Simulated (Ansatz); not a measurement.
# The valence band of H3CCl as photoemission sees it, part 2 of 2

What would valence photoemission of H3CCl look like, and what sets its shape?

Ansatz 0.2.0; DFT, PBEsol, plane-wave PAW, default files, scalar-relativistic (the session's first sound run).

So far. Step 2 (The base run): At this level the gap is 5.42 eV on the path.

## (3) With LDA

This step: DFT, LDA, plane-wave PAW, default files, scalar-relativistic (Ansatz 0.2.0).

The run is repeated with LDA on the same cell, to see how much the levels hang on the functional.

File input.yaml:

```yaml
crystal:
  lattice:
    - [3.250369, -2.560506, 0.0]
    - [3.250369, 2.560506, 0.0]
    - [0.0, 0.0, 7.651655]
  atoms:
    - { symbol: Cl, position: [0.864263, 0.135737, 0.253132] }
    - { symbol: Cl, position: [0.135737, 0.864263, 0.753132] }
    - { symbol: C, position: [0.62514, 0.37486, 0.424152] }
    - { symbol: C, position: [0.37486, 0.62514, 0.924152] }
    - { symbol: H, position: [0.515832, 0.20738, 0.503435] }
    - { symbol: H, position: [0.79262, 0.484168, 0.503435] }
    - { symbol: H, position: [0.484168, 0.79262, 0.003435] }
    - { symbol: H, position: [0.20738, 0.515832, 0.003435] }
    - { symbol: H, position: [0.430208, 0.569792, 0.363546] }
    - { symbol: H, position: [0.569792, 0.430208, 0.863546] }
kpoints:
  mp_grid: { grid: [6, 6, 4] }
  band_path:
    path:
      - [[0.0, 0.0, 0.0], [0.5, 0.5, 0.0], [0.594859, 0.405141, 0.0]]
      - [[0.405141, -0.405141, 0.0], [0.0, 0.0, 0.0], [0.0, 0.0, -0.5], [0.405141, -0.405141, -0.5]]
      - [[0.594859, 0.405141, -0.5], [0.5, 0.5, -0.5], [0.5, 0.5, 0.0]]
      - [[0.0, 0.0, 0.0], [0.5, 0.0, 0.0], [0.5, 0.0, -0.5]]
    npoints: 10
scf:
  occupations: { method: fermi_dirac, width: 0.02 }
  n_extra_bands: 24
hamiltonian:
  xc: lda
  pseudopotentials: { kind: paw }
output:
  forces: true
  stress: true
  dos:
    projected: true
    de: 0.05
    e_range: [-36, 12]
    nscf_kmesh: { grid: [10, 10, 6] }
  fatbands: true
```

Run with:

```
$ ansatz run input.yaml --threads 2 --pin off --max-ram 4096MiB --backend cpu --events-out ev --progress --plain --runs-dir out
```

Wall time 42 s (2 threads of Arm Neoverse V2, shared host); peak memory 0.52 GiB; 84 s of CPU time.

This step gave:

* free energy: -2669.6863 eV
* Fermi energy: 1.214 eV
* pressure: -1.571 GPa
* gap on the k-mesh: 5.208 eV
* share of occupied states in no projected shell: 0.0101 of the occupied states in the window
* gap on the path: 5.205 eV
* least direct gap on the path: 5.267 eV

The electronic bands at the labelled points (eV, zero at the valence-band maximum; v1 is the highest filled band, c1 the lowest empty one):

```
     point     v4     v3     v2     v1    c1    c2
         Γ  -0.67  -0.40  -0.37  -0.06  5.88  6.00
   halfway  -0.75  -0.45  -0.37  -0.25  6.17  6.39
         Y  -1.00  -0.97  -0.35   0.00  6.15  6.28
   halfway  -0.96  -0.96  -0.32   0.00  6.14  6.20
        F0  -0.92  -0.83  -0.23  -0.01  6.05  6.11
jump to Δ0  -0.92  -0.83  -0.23  -0.01  6.05  6.11
   halfway  -0.58  -0.27  -0.07  -0.06  5.28  6.42
         Γ  -0.67  -0.40  -0.37  -0.06  5.88  6.00
   halfway  -0.62  -0.42  -0.35  -0.11  5.64  5.68
         Z  -0.52  -0.52  -0.23  -0.23  5.46  5.46
   halfway  -0.32  -0.32  -0.18  -0.18  5.96  5.96
        B0  -0.54  -0.54  -0.45  -0.45  5.93  5.93
jump to G0  -0.54  -0.54  -0.45  -0.45  5.93  5.93
   halfway  -0.65  -0.65  -0.46  -0.46  5.81  5.81
         T  -0.69  -0.69  -0.47  -0.47  5.77  5.77
   halfway  -0.91  -0.82  -0.45  -0.14  5.91  6.02
         Y  -1.00  -0.97  -0.35   0.00  6.15  6.28
 jump to Γ  -0.67  -0.40  -0.37  -0.06  5.88  6.00
   halfway  -0.44  -0.43  -0.22  -0.17  5.46  6.54
         S  -0.47  -0.35  -0.21  -0.07  5.88  6.08
   halfway  -0.49  -0.41  -0.14  -0.04  6.01  6.18
         R  -0.48  -0.48  -0.06  -0.06  6.23  6.23
```

Of the projections kept (Cl s, Cl p, C s, C p, H s, not projected), the largest for each band there; the rest of the weight can lie on other orbitals:

```
point         v4         v3         v2         v1        c1        c2
    Γ  Cl p 0.86  Cl p 0.90  Cl p 0.87  Cl p 0.87  C p 0.29  H s 0.47
    Y  Cl p 0.87  Cl p 0.85  Cl p 0.83  Cl p 0.81  C p 0.44  C p 0.39
   F0  Cl p 0.85  Cl p 0.86  Cl p 0.84  Cl p 0.81  C p 0.33  C p 0.44
   Δ0  Cl p 0.85  Cl p 0.86  Cl p 0.84  Cl p 0.81  C p 0.33  C p 0.44
    Γ  Cl p 0.86  Cl p 0.90  Cl p 0.87  Cl p 0.87  C p 0.29  H s 0.47
    Z  Cl p 0.87  Cl p 0.87  Cl p 0.88  Cl p 0.88  C p 0.23  C p 0.23
```

Simulated valence spectra by photon energy, shown to 13 eV, since a deeper line would dwarf them at some energies; the 100 % can be that line's tail at the edge; this run's widths, added to any smearing of the DOS itself: Gaussian 0.45 eV, Lorentzian 0.1 eV plus 0.08 an eV of depth. Table of intensity by binding energy, zero at the valence-band maximum; values in % of the maximum within 13 eV:

```
binding energy (eV)  150 eV  1486.7 eV  8047.8 eV
               -1.0    1.30       1.37       1.55
               -0.5    4.11       4.17       3.84
                0.0    57.3       57.2       46.2
                0.5    86.6       86.8       70.1
                1.0    17.4       17.5       14.8
                1.5    3.01       3.02       3.35
                2.0    2.53       2.47       3.28
                2.5    4.62       4.38       6.01
                3.0    20.8       20.0       27.0
                3.5    42.4       36.8       46.9
                4.0    29.9       20.9       22.4
                4.5    15.7       11.0       11.6
                5.0    4.37       3.49       4.76
                5.5    1.99       1.95       3.53
                6.0    1.37       1.61       3.52
                6.5    1.19       1.63       4.00
                7.0    1.22       1.88       4.96
                7.5    1.47       2.45       6.74
                8.0    2.12       3.68       10.3
                8.5    3.85       6.76       19.1
                9.0    9.44       16.5       46.7
                9.5    19.8       34.6       97.3
               10.0    13.8       24.3       68.5
               10.5    5.49       10.0       28.9
               11.0    2.91       5.77       17.3
               11.5    2.15       4.78       15.0
               12.0    2.08       5.14       16.8
               12.5    2.50       6.75       22.6
```

Spectra as before, but with a recipe of its own (widths, and in some runs the light), which changes peak heights and what is resolved: Gaussian 0.45 eV, Lorentzian 0.1 eV plus 0.08 times the binding energy, unpolarised light, analyser at 54.7°, Fermi edge at 77 K; some photon energies differ too.

The two runs compared:

```
                         quantity  this run  base run  difference
             gap on the path (eV)    5.2048    5.4222      -0.217
least direct gap on the path (eV)    5.2669    5.4767      -0.210
           gap on the k-mesh (eV)    5.2082    5.4250      -0.217
```

One result that differs is the gap on the path, 5.20 eV against 5.42 eV.

At this level the gap is 5.20 eV on the path.

## (4) With r²SCAN

This step: DFT, r2SCAN, plane-wave PAW, default files, scalar-relativistic (Ansatz 0.2.0).

The run is repeated with r²SCAN on the same cell, to see how much the levels hang on the functional.

input.yaml: that of step 3 with these lines changed.

```diff
@@ -29,3 +29,3 @@
 hamiltonian:
-  xc: lda
+  xc: r2scan
   pseudopotentials: { kind: paw }
```

The job ended after 78 s (2 threads; peak memory 0.76 GiB; 2.6 min of CPU time).

Numbers from this step:

| Quantity | Value |
| --- | --- |
| free energy | -2768.9776 eV |
| Fermi energy | 1.407 eV |
| pressure | -1.186 GPa |
| gap on the k-mesh | 6.058 eV |
| share of occupied states in no projected shell | 0.0113 of the occupied states in the window |
| gap on the path | 6.056 eV |
| least direct gap on the path | 6.105 eV |

Electronic bands along the path, in eV, zero at the valence-band maximum; v1 is the highest filled band, c1 the lowest empty one:

```
     point     v4     v3     v2     v1
         Γ  -0.62  -0.37  -0.35  -0.04
   halfway  -0.71  -0.42  -0.35  -0.23
         Y  -0.94  -0.92  -0.33   0.00
   halfway  -0.90  -0.90  -0.30   0.00
        F0  -0.87  -0.78  -0.22  -0.01
jump to Δ0  -0.87  -0.78  -0.22  -0.01
   halfway  -0.55  -0.25  -0.06  -0.05
         Γ  -0.62  -0.37  -0.35  -0.04
   halfway  -0.58  -0.39  -0.32  -0.09
         Z  -0.49  -0.49  -0.21  -0.21
   halfway  -0.29  -0.29  -0.16  -0.16
        B0  -0.51  -0.51  -0.42  -0.42
jump to G0  -0.51  -0.51  -0.42  -0.42
   halfway  -0.61  -0.61  -0.44  -0.44
         T  -0.64  -0.64  -0.44  -0.44
   halfway  -0.86  -0.77  -0.43  -0.13
         Y  -0.94  -0.92  -0.33   0.00
 jump to Γ  -0.62  -0.37  -0.35  -0.04
   halfway  -0.41  -0.40  -0.20  -0.15
         S  -0.43  -0.33  -0.20  -0.06
   halfway  -0.45  -0.38  -0.13  -0.03
         R  -0.45  -0.45  -0.04  -0.04
```

Of the projections kept (Cl s, Cl p, C s, C p, H s, not projected), the largest for each band there; the rest of the weight can lie on other orbitals:

```
point         v4         v3         v2         v1
    Γ  Cl p 0.87  Cl p 0.90  Cl p 0.88  Cl p 0.88
    Y  Cl p 0.88  Cl p 0.86  Cl p 0.85  Cl p 0.82
   F0  Cl p 0.86  Cl p 0.87  Cl p 0.85  Cl p 0.82
   Δ0  Cl p 0.86  Cl p 0.87  Cl p 0.85  Cl p 0.82
    Γ  Cl p 0.87  Cl p 0.90  Cl p 0.88  Cl p 0.88
    Z  Cl p 0.88  Cl p 0.88  Cl p 0.89  Cl p 0.89
```

The DOS has structure finer than the step of the table below, so its rows give means over 2 eV, whole bins alone (the curve runs from -16.8 to 15.0 eV). Peaks (eV: height): total -15.1: 27.3, -10.2: 18.4, -3.4: 17.1, -0.1: 14.5; Cl 3p -4.3: 1.77, -3.4: 8.70, -0.1: 12.3, 7.0: 2.02; C 2p -4.3: 5.26, -3.8: 6.17, -3.4: 5.80, 7.0: 2.80; H 1s -10.2: 5.00, -4.3: 2.76, -3.8: 3.28, 9.7: 2.41; C 2s -15.1: 4.74, -10.2: 6.83, 6.7: 0.945.

Table of DOS by E, zero at the valence-band maximum; means over each step; values in states/eV/cell:

```
E (eV)    total    Cl 3p     C 2p     H 1s     C 2s    Cl 3s
   -14   0.0283   6.8e-4  0.00180  0.00200  0.00476   0.0189
   -12        0        0        0        0        0        0
   -10     2.00    0.125   0.0966    0.540    0.739    0.467
    -8        0        0        0        0        0        0
    -6        0        0        0        0        0        0
    -4     6.00     1.63     2.84     1.34  0.00606   0.0831
    -2  0.00165  0.00145   3.7e-5   1.6e-4        0        0
     0     4.00     3.43    0.221    0.312  0.00620   9.8e-4
     2        0        0        0        0        0        0
     4        0        0        0        0        0        0
     6     1.52    0.380    0.474    0.150    0.219   0.0716
     8     1.84    0.202    0.428    0.438    0.133   0.0411
    10     4.36   0.0833    0.637     1.34    0.125  0.00987
    12     3.27   0.0220    0.232    0.345   0.0460  0.00251
```

Simulated valence spectra by photon energy, shown to 13 eV, since a deeper line would dwarf them at some energies; the 100 % can be that line's tail at the edge; this run's widths, added to any smearing of the DOS itself: Gaussian 0.45 eV, Lorentzian 0.2 eV plus 0.03 an eV of depth. Intensity against binding energy, zero at the valence-band maximum; values in % of the maximum within 13 eV:

```
binding energy (eV)  60 eV  1486.7 eV  2984.3 eV  5414.7 eV
               -1.0   1.85       2.22       1.64      0.994
               -0.5   5.62       7.27       5.16       2.91
                0.0   46.4       62.6       43.6       23.7
                0.5   62.1       85.7       59.6       32.5
                1.0   13.8       18.5       13.0       7.22
                1.5   3.83       3.87       2.92       1.82
                2.0   3.74       2.71       2.23       1.56
                2.5   6.91       4.24       3.68       2.74
                3.0   32.7       21.8       19.3       14.7
                3.5   83.8       43.2       37.6       28.1
                4.0   99.7       21.5       16.7       11.0
                4.5   62.5       13.3       9.97       6.28
                5.0   13.5       3.53       2.91       2.05
                5.5   4.48       1.64       1.56       1.27
                6.0   2.55       1.25       1.32       1.16
                6.5   1.84       1.17       1.33       1.23
                7.0   1.57       1.24       1.49       1.43
                7.5   1.54       1.46       1.83       1.78
                8.0   1.76       1.90       2.44       2.42
                8.5   2.41       2.82       3.68       3.67
                9.0   4.18       5.12       6.73       6.73
                9.5   11.3       14.0       18.4       18.4
               10.0   46.2       57.2       75.3       75.3
               10.5   46.6       57.3       75.4       75.4
               11.0   11.5       14.5       19.1       19.2
               11.5   4.36       5.93       7.95       8.04
               12.0   2.67       4.12       5.64       5.77
               12.5   2.20       3.96       5.54       5.73
```

Spectra as before, but with a recipe of its own (widths, and in some runs the light), which changes peak heights and what is resolved: Gaussian 0.45 eV, Lorentzian 0.2 eV plus 0.03 times the binding energy, linear light, analyser at 0°, Fermi edge at 300 K; some photon energies differ too.

The two runs compared:

```
                         quantity  this run  base run  difference
             gap on the path (eV)     6.056    5.4222       0.634
least direct gap on the path (eV)    6.1051    5.4767       0.628
           gap on the k-mesh (eV)    6.0582    5.4250       0.633
```

One result that differs is the gap on the path, 6.06 eV against 5.42 eV.

At this level the gap is 6.06 eV on the path.

## (5) Summary of results

| Item | Value |
| --- | --- |
| least gap on the mesh and the path | 5.42 eV |
| strongest listed peak within 13 eV of the zero, at 1486.7 eV | 0.3 eV binding, mostly Cl 3p |
| PBEsol (42 s on 2 threads) | gap 5.42 eV, highest Al Kα peak within 13 eV at 0.3 eV (Cl 3p) |
| LDA (42 s on 2 threads) | gap 5.20 eV, highest Al Kα peak within 13 eV at 0.3 eV (Cl 3p) |
| r²SCAN (78 s on 2 threads) | gap 6.06 eV, highest Al Kα peak within 13 eV at 0.3 eV (Cl 3p) |

In words: H3CCl is an insulator or semiconductor at the base level (gap 5.42 eV), and its valence spectrum changes with photon energy as the shells' cross sections do. At 1486.7 eV the valence spectrum has its highest listed peaks within 13 eV at 0.3 eV (Cl 3p), 3.4 eV (Cl 3p) and 9.7 eV (Cl 3s). The shell named is the one with most of the intensity, cross sections included, not always the one with most states there. In the main run, from 1486.7 eV towards hard X-rays the Cl 3s share grows by 25 points, as its cross section falls more slowly with photon energy than those of the shells it gains on. With LDA, the gap on the path moves from 5.42 to 5.20 eV. With r²SCAN, the gap on the path moves from 5.42 to 6.06 eV. At 100 eV the area is led by Cl 3p (50 %), at 5414.7 eV by Cl 3s (75 %), since cross sections fall faster with photon energy for shells of higher angular momentum. These are Kohn–Sham levels; self-energy shifts and satellites are missing. Each run has its own recipe for the spectra (widths, photon energies, in some runs the light), so peak heights and places can differ between runs for that reason too. The structure comes from a computed Materials Project entry, not from a measurement. Semilocal Kohn–Sham gaps are too small as a rule.

[Logs are printed without paths, hosts, clocks, repeated set-up lines and the standing remarks that a program may print on its own settings, such as how far it seeks lower states.]

[Hosts, paths, dates, database ids (printed as entryN), source tags and the programs' standing remarks are cut or masked in the printed files.]

[Maps of the electrostatic potential energy from Ansatz leave out the sawtooth potential of an applied field or a dipole correction, so their vacuum need not be flat; work functions include it.]

[Peak lists hold at most the 14 tallest peaks of each spectrum; further lines can be left out.]
